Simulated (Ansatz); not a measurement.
# Core levels in a random alloy: ZrAl15 (Zr on 6 % of the Al sites, one arrangement), part 2 of 3

Aim: core-level shifts of both metals in ZrAl15 (Zr on 6 % of the Al sites, one arrangement), site by site.

Ansatz 0.2.0; DFT, PBE, plane-wave PAW, default files, scalar-relativistic.

So far: The starting structure; Relaxation.

### Step 3. Valence states

The base run gives the projected DOS, from which the spectra are built.

Contents of input.yaml:

```yaml
crystal:
  lattice:
    - [-4.0734014674, 4.0734014674, 4.0734014674]
    - [4.0734014674, -4.0734014674, 4.0734014674]
    - [4.0734014674, 4.0734014674, -4.0734014674]
  atoms:
    - { symbol: Al, position: [-0.0048103813, 0.2475948094, 0.7475948094] }
    - { symbol: Al, position: [0.0, 0.5, 0.5] }
    - { symbol: Al, position: [0.0048103813, 0.7524051906, 0.2524051906] }
    - { symbol: Al, position: [0.2475948094, -0.0048103813, 0.7475948094] }
    - { symbol: Al, position: [0.0, 0.0, 0.0] }
    - { symbol: Al, position: [0.2475948094, 0.2475948094, 0.4951896187] }
    - { symbol: Al, position: [0.2475948094, 0.5, 0.2524051906] }
    - { symbol: Al, position: [0.5, 0.7524051906, 0.7475948094] }
    - { symbol: Al, position: [0.2475948094, 0.7524051906, 0.0] }
    - { symbol: Al, position: [0.5, 0.0, 0.5] }
    - { symbol: Al, position: [0.5, 0.2475948094, 0.2524051906] }
    - { symbol: Al, position: [0.7524051906, 0.5, 0.7475948094] }
    - { symbol: Zr, position: [0.5, 0.5, 0.0] }
    - { symbol: Al, position: [0.7524051906, 0.7524051906, 0.5048103813] }
    - { symbol: Al, position: [0.7524051906, 0.0048103813, 0.2524051906] }
    - { symbol: Al, position: [0.7524051906, 0.2475948094, 0.0] }
kpoints:
  mp_grid: { grid: [6, 6, 6] }
scf:
  occupations: { method: fermi_dirac, width: 0.08 }
  n_extra_bands: 16
hamiltonian:
  xc: pbe
  pseudopotentials: { kind: paw }
output:
  forces: true
  stress: true
  dos:
    projected: true
    de: 0.05
    e_range: [-30, 12]
    method: { smearing: { sigma: 0.1, scheme: gaussian } }
```

Command:

```console
$ ansatz run input.yaml --threads 4 --pin off --max-ram 14336MiB --backend cpu --events-out ev --progress --plain --runs-dir out
```

Numbers of over 12 decimals in the logs are rounded to 6 here.

What it wrote:

```text
[...]
Crystal: 16 atoms, lattice volume = 270.353 Å³
Basis set: ecut = 420 eV, 5281 PW (Γ), exchange–correlation on 96×96×96 points (8 copies of the dense FFT grid, shifted against one another)
Bands: 45, of which v1, the nominal top of the filled ones, is band 29 counted from 1 (28 counted from 0)
Symmetry: 48 space group operations
[...]
k-points: 16 of 216
[...]
SCF iter   1: F=—  HF=-12247.706584 eV  |F-HF|=—  |Δ(HF+E_count)|=         —  Δρ=2.03e-3  dr2=3.19e-2  ethr=1.77e-3  ⟨swp⟩=6.5  Hψ=3430  notcnv=0  defer=8
[...]
SCF iter   6: F=-12247.703526 eV  HF=-12247.703526 eV  |F-HF|=9.24e-10  |Δ(HF+E_count)|=   7.75e-9  Δρ=7.76e-7  dr2=2.10e-9  ethr=9.53e-11  ⟨swp⟩=2.0  Hψ=1944  notcnv=0
SCF 1 converged in 6 iterations: F = -12247.703526 eV  dr2 = 2.10e-9
[...]
SCF converged after 6 iterations
Free energy (F): -12247.703526 eV
[...]
Internal energy: -12247.575538 eV  (E = F + TS)
E sigma→0 (E₀):  -12247.639532 eV
Entropy (-TS):   -0.127989 eV (-7.999 meV/atom)
Fermi energy:    8.425517 eV
[...]
--- Forces (eV/Å), atoms counted from 1 ---
  atom   1  Al     0.00000000     0.01495715     0.01495715
  atom   2  Al     0.00000000     0.00000000    -0.00000000
  atom   3  Al    -0.00000000    -0.01495715    -0.01495715
  atom   4  Al     0.01495715    -0.00000000     0.01495715
  atom   5  Al     0.00000000    -0.00000000     0.00000000
  atom   6  Al     0.01495715     0.01495715     0.00000000
  atom   7  Al    -0.01495715    -0.00000000     0.01495715
  atom   8  Al     0.00000000     0.01495715    -0.01495715
  atom   9  Al    -0.01495715     0.01495715     0.00000000
  atom  10  Al     0.00000000     0.00000000    -0.00000000
  atom  11  Al    -0.00000000    -0.01495715     0.01495715
  atom  12  Al     0.01495715     0.00000000    -0.01495715
  atom  13  Zr    -0.00000000    -0.00000000    -0.00000000
  atom  14  Al    -0.01495715    -0.01495715     0.00000000
  atom  15  Al    -0.01495715     0.00000000    -0.01495715
  atom  16  Al     0.01495715    -0.01495715    -0.00000000
  max |Σ_I F_I| component: 1.91e-17 eV/Å
--- Stress (GPa, compression-positive) ---
        0.005931       0.000000       0.000000
        0.000000       0.005931      -0.000000
        0.000000       0.000000       0.005931
  P = ⅓ Tr σ = 0.0059 GPa (0.059 kbar)
--- Band table (eV; the first three rows and the last of 16) ---
  k-point 0: bands = [... 25 lower, 7.9461, 9.6179, 9.6179, 9.6456, 9.6456, 9.6456, 9.7736, 9.7736, ... 12 higher]
  k-point 1: bands = [... 25 lower, 8.3226, 8.3397, 8.3810, 8.5029, 9.0719, 9.5628, 9.6593, 9.7820, ... 12 higher]
  k-point 2: bands = [... 25 lower, 7.5457, 8.1277, 8.2429, 8.6492, 8.6984, 9.3715, 9.6864, 9.7972, ... 12 higher]
  k-point 15: bands = [... 25 lower, 7.5193, 7.5817, 7.5817, 7.5817, 8.2835, 8.2835, 8.2835, 8.4671, ... 12 higher]
```

Run time: 8.9 s. Hardware: 4 threads of Intel Xeon at 2.50GHz (Skylake/Cascade Lake), shared host; peak memory 0.77 GiB; 31 s of CPU time.

This step gave:

```
free energy                                    : -12247.7035 eV
energy at zero smearing                        : -12247.6395 eV
smearing term TS                               : 0.1280 eV
Fermi energy                                   : 8.426 eV
pressure                                       : 0.005931 GPa
zero of energy                                 : Fermi level
share of occupied states in no projected shell : 0.0116 of the occupied states in the window
DOS at the Fermi level                         : 6.138 states/eV/cell
```

The DOS has structure finer than the step of the table below, so its rows give means over 2 eV, whole bins alone (the curve runs from -28.3 to 3.08 eV). Peaks (eV: height): total -26.5: 31.0, -1.9: 11.0, -0.8: 9.83, 0.7: 11.2; Al 3p -2.9: 5.55, -1.8: 6.71, -0.8: 6.27, 0.7: 6.05; Al 3s -1.9: 2.99, 0.6: 2.39, 2.1: 2.67, 2.6: 2.36; Zr 4d -0.8: 1.62, -0.4: 1.69, 0.7: 2.09, 1.2: 1.55; Zr 5p* 1.8: 0.820, 2.1: 0.872, 2.7: 0.853, 3.0: 0.855.

* holds the states left over by the projection beside any projected weight of its own. Table of DOS by E, zero at the Fermi level; means over each step; values in states/eV/cell:

```csv
E (eV),total,Al 3p,Al 3s,Zr 4d,Zr 5p*,Zr 5s,Zr 4p
-26,3.00,0.0729,0.0109,0,0,1.1e-5,2.92
-24,0,0,0,0,0,0,0
-22,0,0,0,0,0,0,0
-20,0,0,0,0,0,0,0
-18,0,0,0,0,0,0,0
-16,0,0,0,0,0,0,0
-14,0,0,0,0,0,0,0
-12,1.1e-4,0,9.9e-5,0,0,1.1e-5,0
-10,1.56,0.745,0.766,0.00542,0.00522,0.0438,0
-8,3.17,1.98,1.08,0.0367,0.0182,0.0508,0
-6,4.28,2.70,1.36,0.133,0.0362,0.0446,0
-4,5.38,3.47,1.46,0.350,0.0626,0.0423,0
-2,6.62,4.20,1.51,0.727,0.135,0.0470,0
0,7.25,4.12,1.56,1.17,0.349,0.0595,0
2,7.08,3.74,1.88,0.788,0.617,0.0588,0
```

Simulated valence spectra by photon energy, shown to 13 eV, since a deeper line would dwarf them at some energies; the 100 % can be that line's tail at the edge; this run's widths, added to any smearing of the DOS itself: Gaussian 0.1 eV, Lorentzian 0.05 eV plus 0.08 an eV of depth. Table of intensity by binding energy, zero at the Fermi level; values in % of the maximum within 13 eV:

```csv
binding energy (eV),21.2 eV,150 eV,600 eV,1486.7 eV,9251.7 eV
-1.0,1.16,1.83,1.85,2.20,2.45
-0.5,2.12,3.04,3.04,3.46,3.68
0.0,22.4,42.7,38.8,44.6,53.2
0.5,92.7,86.5,92.9,92.7,74.1
1.0,80.2,79.8,85.1,87.2,74.3
1.5,78.0,76.7,81.4,82.4,68.6
2.0,53.8,91.3,80.6,86.5,89.9
2.5,36.3,73.7,61.2,65.9,72.2
3.0,33.5,69.0,57.3,62.0,68.4
3.5,32.3,63.8,54.5,59.7,66.1
4.0,33.4,71.4,60.2,66.6,75.3
4.5,21.3,54.9,45.5,52.2,62.8
5.0,19.9,59.2,47.7,55.0,68.4
5.5,17.5,55.0,44.5,52.1,65.9
6.0,13.6,50.5,39.6,46.7,60.7
6.5,11.7,47.7,37.2,44.4,58.6
7.0,9.52,43.3,33.4,40.1,53.9
7.5,8.02,40.2,30.9,37.6,51.6
8.0,6.84,35.9,27.7,34.0,47.2
8.5,5.97,32.9,25.8,32.1,45.1
9.0,5.02,28.5,22.8,28.9,41.3
9.5,4.23,24.9,20.6,26.7,38.8
10.0,3.41,20.2,17.5,23.5,35.2
10.5,2.33,13.3,12.2,16.9,26.0
11.0,1.22,6.69,6.43,9.07,13.8
11.5,-,3.62,3.69,5.35,7.91
12.0,-,2.41,2.66,3.99,5.79
12.5,-,1.80,2.18,3.40,4.88
```

Maxima picked by a test of local sharpness, so broad peaks and shoulders can be missing; peaks within 0.45 eV of a curve's cut are left out. Valence peaks, by row, the first 40 of 59 rows:

```csv
photon energy (eV),binding energy (eV),height (% of the maximum within 13 eV),main shell,its share (%)
21.2,4.9,20.35,Zr 4d,67.54
21.2,4,33.72,Zr 4d,78.03
21.2,3,33.78,Zr 4d,79.83
21.2,2.55,36.66,Zr 4d,79.83
21.2,1.85,64,Zr 4d,84.91
21.2,1.45,82.07,Zr 4d,91.48
21.2,0.8,98.07,Zr 4d,92.05
21.2,0.45,100,Zr 4d,92.11
150,26.55,32.59,Zr 4p,98.1
150,6.05,50.69,Al 3p,51.38
150,4.9,59.98,Al 3p,51.85
150,4.05,72.53,Al 3p,52.63
150,3.5,63.89,Al 3p,52.92
150,2.95,70.2,Al 3p,56.37
150,2.55,75.39,Al 3p,55.78
150,1.9,100,Al 3p,51.75
150,1.45,79.88,Al 3p,48.39
150,1.1,81.39,Al 3p,45.52
150,0.8,95.38,Al 3p,52.47
150,0.45,92.48,Al 3p,49.69
150,0.1,69.26,Al 3p,47.06
600,26.55,140.6,Zr 4p,99.75
600,4.9,48.24,Al 3s,57.27
600,4.05,61,Al 3s,50.3
600,3.45,55.13,Al 3s,48.44
600,2.95,57.8,Al 3s,45.6
600,2.55,62.59,Al 3s,45.71
600,1.9,90.61,Al 3s,43.29
600,1.45,85.46,Zr 4d,50.58
600,1.1,86.77,Zr 4d,46.85
600,0.8,99.55,Zr 4d,52.21
600,0.45,100,Zr 4d,53.03
1487,26.55,284.4,Zr 4p,99.88
1487,6.05,46.84,Al 3s,76.25
1487,4.9,55.57,Al 3s,72.56
1487,4.05,67.69,Al 3s,66.15
1487,3.4,61.07,Al 3s,64.35
1487,3,62.49,Al 3s,61.84
1487,2.55,67.68,Al 3s,61.7
1487,1.9,97.26,Al 3s,58.85
```

The intensity has structure finer than the step of the table below, so its rows give means over 1 eV, whole bins alone (the curve runs from -28.3 to 1.38 eV). Peaks (eV: height): Al K-beta -1.9: 99.8; Al L2,3 -4.1: 84.2, -1.9: 99.9, -1.1: 81.1; Zr L-beta2 -1.0: 100.0.

Shapes are the site's partial DOS without matrix elements, which overweights lines from ligand s bands. Table of intensity by emission energy less the core level's binding energy, zero at the Fermi level; means over each step; values in % of the unpolarised maximum:

```csv
emission energy less the core level's binding energy (eV),Al K-beta,"Al L2,3",Zr L-beta2
-27,0.926,0.389,0.244
-26,0.923,0.391,0.266
-25,0.592,0.257,0.291
-24,0.431,0.211,0.319
-23,0.383,0.208,0.352
-22,0.383,0.223,0.390
-21,0.407,0.250,0.435
-20,0.451,0.288,0.489
-19,0.513,0.339,0.553
-18,0.597,0.408,0.631
-17,0.712,0.504,0.727
-16,0.873,0.644,0.849
-15,1.11,0.860,1.01
-14,1.47,1.22,1.21
-13,2.09,1.95,1.51
-12,3.40,3.91,1.93
-11,7.37,14.1,2.63
-10,18.0,36.3,3.88
-9,30.9,45.5,5.98
-8,42.3,52.3,9.15
-7,52.2,60.5,14.0
-6,60.7,68.0,21.5
-5,68.9,74.2,31.9
-4,79.9,75.8,45.4
-3,86.6,72.7,59.2
-2,95.9,80.8,81.6
-1,89.7,74.2,97.1
0,48.1,42.9,62.4
```

Window up to 3.1 eV. Shell moments, by row:

```csv
element,shell,occupied states an atom,centre of occupied part (eV),rms width of occupied part (eV),centre up to the window's top (eV),rms width up to the window's top (eV)
Al,3s,0.9191,-4.879,3.068,-2.992,3.947
Al,3p,2.034,-4.217,3.09,-2.598,3.706
Zr,5s,0.5067,-5.467,3.159,-3.467,4.19
Zr,4p,5.831,-26.53,0.07217,-26.53,0.07217
Zr,5p*,0.7705,-2.488,2.286,0.4705,2.43
Zr,4d,3.608,-2.256,1.841,-0.6377,2.343
```

Table of broadened DOS, unweighted empty DOS by E, zero at the Fermi level; read off at these points:

E (eV), broadened DOS, unweighted empty DOS (states/eV/cell) and a bar:
```
    -0.93       0.00 
    -0.82       0.00 
    -0.72       0.00 
    -0.53       0.04 
    -0.42       0.14 
    -0.33       0.38 #
    -0.23       0.87 ###
    -0.12       1.67 ######
    -0.03       2.74 ##########
     0.17       5.06 ##################
     0.28       6.06 #####################
     0.38       6.96 ########################
     0.47       7.75 ###########################
     0.57       8.33 #############################
     0.68       8.56 ##############################
     0.88       8.11 ############################
     0.97       7.80 ###########################
     1.07       7.62 ###########################
     1.18       7.54 ##########################
     1.27       7.46 ##########################
     1.38       7.31 ##########################
     1.57       7.08 #########################
     1.68       7.13 #########################
     1.77       7.24 #########################
     1.88       7.32 ##########################
     1.98       7.28 ##########################
     2.08       7.10 #########################
     2.27       6.52 #######################
     2.38       6.39 ######################
     2.48       6.49 #######################
```

The spectra weight each projected shell by its atomic cross section (Dirac–Hartree–Slater) and angular factor, for linear light with the analyser at 10° from the polarisation. Broadening, on top of any smearing of the DOS itself: a Gaussian of 0.1 eV and a Lorentzian of 0.05 eV plus 0.08 times the binding energy (full widths), Fermi edge at 77 K. Curves are cut 10 eV under the photon energy, above any shell that the free atom's threshold puts out of reach, or at the lower edge of the window: 11.2 eV at 21.2 eV, 28.4 eV at 150 eV, 28.4 eV at 600 eV, 28.4 eV at 1486.7 eV and 28.4 eV at 9251.7 eV. A star in tables and legends marks shells that hold the states left over by the projection (1.2 % of the filled ones), a stand-in for orbitals that the files don't project on. Dipole terms alone, which is rough above 3 keV; no background, satellites or final-state effects.

Share of each shell in the spectrum's area (%), by photon energy:

```csv
shell,21.2 eV,150 eV,600 eV,1486.7 eV,9251.7 eV
Al 3s,16.1,34.5,27.4,26.1,30.0
Al 3p,4.2,43.3,12.0,4.3,0.6
Zr 5s,0.1,0.4,0.4,0.6,2.2
Zr 4p,0.0,14.2,45.6,60.4,65.6
Zr 4d,78.8,7.4,14.3,8.2,1.3
```

Cross sections used, in Mb an electron:

```csv
shell,21.2 eV,150 eV,600 eV,1486.7 eV,9251.7 eV
Al 3s,0.15,0.028,0.0025,3.5e-4,2.9e-6
Al 3p,0.070,0.018,6.3e-4,4.0e-5,5.9e-8
Zr 5s,0.033,0.0092,0.0011,2.2e-4,5.6e-6
Zr 4p,-,0.056,0.012,0.0024,2.3e-5
Zr 4d,5.5,0.047,0.0064,5.6e-4,8.7e-7
```

The largest force component on a free atom is 0.015 eV/Å, so the atoms are at rest for these settings too. At the Fermi level the DOS is 6.14 states/eV a cell, and on the broadened curves Al 3p holds 57 % of the total there.

(Continued in part 3 of 3.)

[Logs are printed without paths, hosts, clocks, repeated set-up lines and the standing remarks that a program may print on its own settings, such as how far it seeks lower states.]

[Hosts, paths, dates, database ids (printed as entryN), source tags and the programs' standing remarks are cut or masked in the printed files.]

[Maps of the electrostatic potential energy from Ansatz leave out the sawtooth potential of an applied field or a dipole correction, so their vacuum need not be flat; work functions include it.]
